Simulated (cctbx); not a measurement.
**What is wrong with this refinement?**

Cell a = 11.8780 Å, b = 11.8780 Å, c = 11.8780 Å, α = 90.00°, β = 90.00°, γ = 90.00°; space group Fd-3m (no. 227, origin choice 1). The compound is CuBi2Te4.

The data are simulated with cctbx, not measured: Mo Kα, λ = 0.71073 Å, to d = 0.65 Å, 80 % of the full sphere, strongest reflection 70000 counts, noise from counting, a 3 % proportional error and a noise floor of 15 counts (s.d.); no absorption.

An anisotropic refinement with weights 1/σ² prints:

```text
Rint 0.031, 186 unique reflections to 0.65 A
cycle     R1     wR2    GooF  max shift (A)
   1  0.1523  0.3292  26.798   0.00472
   2  0.1492  0.3175  25.843   0.00006
final R1 0.1494 wR2 0.3175 GooF 25.843  parameters 5  data/parameter 37.2
atom        x        y        z      Ueq    occ   su(xyz)  su(Uiso or U11)
Bi1    0.12500  0.12500  0.12500   0.0123  1.000  0.00000  0.0011
Te1    0.37142  0.37142  0.37142   0.0119  1.000  0.00022  0.0013
difference map: max 79.70 min -41.26 rms 2.77
Q1    0.0000  0.0000  0.5000    8   79.70  2.65 A from Te1
Q2    0.1250  0.1250  0.1250   16   25.64  0.00 A from Bi1
Q3    0.0000  0.0000  0.2513   48   13.88  2.56 A from Te1
Q4    0.1136  0.1136  0.3864   32   12.91  0.31 A from Te1
Q5    0.1031  0.1031  0.6031   32    9.00  2.79 A from Te1
Q6    0.0166  0.1094  0.8906   96    2.57  1.26 A from Te1
```

**Question.** Can this result stand? If not, what is the likely fault?

Mend it. The fault: an atom left out, Cu at (0, 0, 1/2). Against the right model at the same level, R1 goes from 0.0058 to 0.1494 and GooF from 0.86 to 25.84 and the top difference peak, 79.7 e/Å³, lies 2.65 Å from Te1. Q1 is the missing atom. With scattering power missing, scale and phases suffer, so peaks may also grow on the heavy atoms.

The compound is CuBi2Te4. The right model at the same level gives:

```text
Rint 0.031, 186 unique reflections to 0.65 A
cycle     R1     wR2    GooF  max shift (A)
   1  0.0167  0.0394   3.218   0.00087
   2  0.0058  0.0105   0.857   0.00000
final R1 0.0058 wR2 0.0105 GooF 0.857  parameters 6  data/parameter 31.0
atom        x        y        z      Ueq    occ   su(xyz)  su(Uiso or U11)
Bi1    0.12500  0.12500  0.12500   0.0147  1.000  0.00000  0.0000
Te1    0.37161  0.37161  0.37161   0.0154  1.000  0.00001  0.0000
Cu1    0.00000  0.00000  0.50000   0.0256  1.000  0.00000  0.0001
difference map: max 1.04 min -0.76 rms 0.13
Q1    0.0756  0.0756  0.4244   32    1.04  1.09 A from Te1
Q2    0.0751  0.0751  0.9249   32    0.63  0.96 A from Te1
Q3    0.0812  0.0812  0.8618   96    0.59  0.71 A from Te1
Q4    0.0000  0.0000  0.2482   48    0.56  2.54 A from Te1
Q5    0.0232  0.0232  0.4768   32    0.50  0.48 A from Cu1
Q6    0.0259  0.0259  0.9741   32    0.49  1.97 A from Te1
```

Isotropic U is held between 0.0001 and 1 Å² by the program, and listed peak heights are interpolated, so they can pass the grid's maximum.

The model is made up (kin elements in a known structure type, no relaxation), so it says nothing on whether the phase exists.

[Middle refinement cycles are left out of these outputs.]

[Logs are printed without paths, hosts, clocks, repeated set-up lines and the standing remarks that a program may print on its own settings, such as how far it seeks lower states.]
